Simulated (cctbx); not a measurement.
# Accept or mend?

Cell a = 3.9450 Å, b = 4.3750 Å, c = 7.6620 Å, α = 90.00°, β = 90.00°, γ = 90.00°; space group Pmm2 (no. 25).

The data are simulated with cctbx, not measured: synchrotron X-rays, λ = 0.4959 Å, to d = 0.6 Å, 50 % of the full sphere, strongest reflection 40000 counts, noise from counting, a 2 % proportional error and a noise floor of 2 counts (s.d.); no absorption.

An anisotropic refinement with weights 1/σ² prints:

```text
Rint 0.018, 676 unique reflections to 0.60 A
cycle     R1     wR2    GooF  max shift (A)
   1  0.1289  0.3145  10.204   0.14123
   3  0.0620  0.1618   5.250   0.00012
final R1 0.0621 wR2 0.1618 GooF 5.250  parameters 20  data/parameter 33.8
atom        x        y        z      Ueq    occ   su(xyz)  su(Uiso or U11)
Ce1    0.00000  0.00000  0.49799   0.0147  1.000  0.00036  0.0006
Ce2    0.00000  0.50000  0.99433   0.0122  1.000  0.00026  0.0004
Ge1    0.50000  0.50000  0.33392   0.0312  1.000  0.00149  0.0018
Cr1    0.50000  0.00000  0.15663   0.0040  1.000  0.00082  0.0011
Al1    0.50000  0.50000  0.66935   0.0115  1.000  0.00101  0.0032
difference map: max 11.18 min -1.85 rms 1.03
Q1    0.0000  0.5000  0.0003    1   11.18  0.05 A from Ce2
Q2    0.0000  0.0000  0.4871    1    9.91  0.08 A from Ce1
Q3    0.5000  0.0000  0.7999    1    9.07  2.41 A from Al1
Q4    0.5000  0.5000  0.6701    1    8.59  0.01 A from Al1
Q5    0.5000  0.5000  0.3327    1    7.36  0.01 A from Ge1
Q6    0.5000  0.0000  0.1508    1    7.35  0.04 A from Cr1
```

Q: Accept it or mend it, and why?

Mend it. The fault: an atom left out, Al at (1/2, 0, 0.8323). Against the right model at the same level, R1 goes from 0.0124 to 0.0621 and GooF from 0.98 to 5.25, U of Cr1 shrinks from 0.0131 to 0.0040 Å², U of Al1 shrinks from 0.0281 to 0.0115 Å², U of Ge1 swells from 0.0231 to 0.0312 Å² and the top difference peak, 11.2 e/Å³, lies on Ce2. Q3 is the missing atom. With scattering power missing, scale and phases suffer, so peaks may also grow on the heavy atoms.

The compound is Ce2Al2CrGe. The right model at the same level gives:

```text
Rint 0.018, 676 unique reflections to 0.60 A
cycle     R1     wR2    GooF  max shift (A)
   1  0.0671  0.1704   5.543   0.08909
   8  0.0124  0.0301   0.978   0.00272
final R1 0.0124 wR2 0.0301 GooF 0.978  parameters 24  data/parameter 28.2
atom        x        y        z      Ueq    occ   su(xyz)  su(Uiso or U11)
Ce1    0.00000  0.00000  0.49677   0.0176  1.000  0.00008  0.0001
Ce2    0.00000  0.50000  0.99352   0.0140  1.000  0.00007  0.0001
Ge1    0.50000  0.50000  0.33586   0.0231  1.000  0.00020  0.0004
Cr1    0.50000  0.00000  0.15851   0.0131  1.000  0.00023  0.0004
Al1    0.50000  0.50000  0.67597   0.0281  1.000  0.00085  0.0016
Al2    0.50000  0.00000  0.83228   0.0416  1.000  0.00119  0.0024
Flack x: -0.02(4)
Hooft y: -0.012(51)  Bijvoet pairs: 275
difference map: max 0.52 min -0.65 rms 0.11
Q1    0.0000  0.2657  0.2837    2    0.53  2.00 A from Ce1
Q2    0.0000  0.2286  0.1954    2    0.53  1.95 A from Ce2
Q3    0.0000  0.2269  0.7285    2    0.47  2.03 A from Ce1
Q4    0.1096  0.5000  0.0918    2    0.42  0.87 A from Ce2
Q5    0.1184  0.5000  0.5620    2    0.42  1.74 A from Al1
Q6    0.2422  0.0000  0.1414    2    0.40  1.03 A from Cr1
```

This is a model crystal, built by substitution and not relaxed, with assumed displacement parameters.

[Middle refinement cycles are left out of these outputs.]

[Logs are printed without paths, hosts, clocks, repeated set-up lines and the standing remarks that a program may print on its own settings, such as how far it seeks lower states.]
